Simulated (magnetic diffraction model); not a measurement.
# Which magnetic order? ErCuB2

Space group Amm2 (no. 38), a = 3.3780 Å, b = 4.4420 Å, c = 5.8130 Å.

```csv
site,atom,x,y,z
2a,Er,0,1/2,0.4997
2b,Cu,1/2,1/2,0.1267
4e,B,1/2,0.3446,0.7981
```

The compound is invented for this exercise: a known structure type with other elements, its cell scaled to their sizes and not relaxed.

Only Er is taken to order (form factors of Er3+); orders and moment sizes are assumed, and not adapted to the symmetry. Radiation: neutrons of λ = 2.567 Å (absorption by B left out), 8° to 100°; isotropic B of 0.23 Å² (Er), 0.36 Å² (Cu) and 0.64 Å² (B). Simulated constant-wavelength pattern: nuclear and magnetic terms add, the magnetic one as |2.695 fm × Σ f S⊥ exp(2πi Q·r) exp(−B s²)|², summed over all Q at one angle with the factor 1/(sin²θ cos θ). For collinear order S is the moment m, which repeats by lattice and centring translations R with the sign exp(−2πi k·R). Free-ion form factors, Sears's scattering lengths of 1992, no absorption; a label names one of the reflections at its angle. The strongest nuclear line in the range is 100, and lines under 0.2 are left out.

Above the ordering temperature:

```csv
2θ (°),index,I
44.66,(1 0 0),21.7
52.41,(0 0 2),0.6
63.46,(1 1 1),100.0
70.61,(0 2 0),13.0
71.26,(1 0 2),52.7
87.52,(1 2 0),2.4
92.55,(0 1 3),57.4
93.32,(0 2 2),30.4
98.91,(2 0 0),45.5
```

Below it (cell unchanged):

```tsv
2θ (°)	I
20.95	138.1
42.37	49.1
44.66	21.7
49.82	49.1
52.41	0.6
53.14	13.9
63.25	36.6
63.46	100.0
66.11	13.2
69.58	19.1
70.61	13.0
71.26	52.7
71.87	18.8
83.33	17.4
86.55	22.9
87.52	2.4
89.15	9.6
92.55	57.4
93.32	30.4
93.90	4.5
98.91	45.5
```

**Question.** Check that the new lines index with k = (0 1/2 1/2), then choose among these models:
A. collinear moments along [110], 6.3 μB on Er
B. collinear moments along [010], 6.3 μB on Er
C. collinear moments along [001], 6.3 μB on Er

The new lines index as (0 1/2 1/2) at 20.95°, (0 1/2 -3/2) at 42.37°, (1 1/2 1/2) at 49.82° and (0 3/2 -1/2) at 53.14°, that is as H ± k with k = (0 1/2 1/2), one of 2 inequivalent arms of its star (k and −k counted as one), which a powder can't tell apart. Half indices mean that the moments reverse under translations with k·R a half-integer, and the magnetic cell has twice the primitive volume.

Magnetic intensity, observed (below minus above) and for each model:

| 2θ (°) | index | observed | A | B | C |
| --- | --- | --- | --- | --- | --- |
| 20.95 | (0 1/2 1/2) | 138.1 | 138.1 | 84.8 | 145.3 |
| 42.37 | (0 1/2 -3/2) | 49.1 | 49.1 | 45.9 | 8.7 |
| 49.82 | (1 1/2 1/2) | 49.1 | 49.1 | 69.1 | 72.9 |
| 53.14 | (0 3/2 -1/2) | 13.9 | 13.9 | 2.1 | 32.2 |
| 63.25 | (1 1/2 -3/2) | 36.6 | 36.6 | 44.5 | 28.9 |
| 69.58 | (0 1/2 5/2) | 19.1 | 19.1 | 18.7 | 1.3 |
| 71.87 | (1 3/2 -1/2) | 18.8 | 18.8 | 17.0 | 36.1 |
| 86.55 | (1 1/2 5/2) | 22.9 | 22.9 | 25.5 | 9.4 |

Model A matches.

The structure used: k = (0 1/2 1/2), collinear moments along [110], 6.3 μB on Er.

[Logs are printed without paths, hosts, clocks, repeated set-up lines and the standing remarks that a program may print on its own settings, such as how far it seeks lower states.]
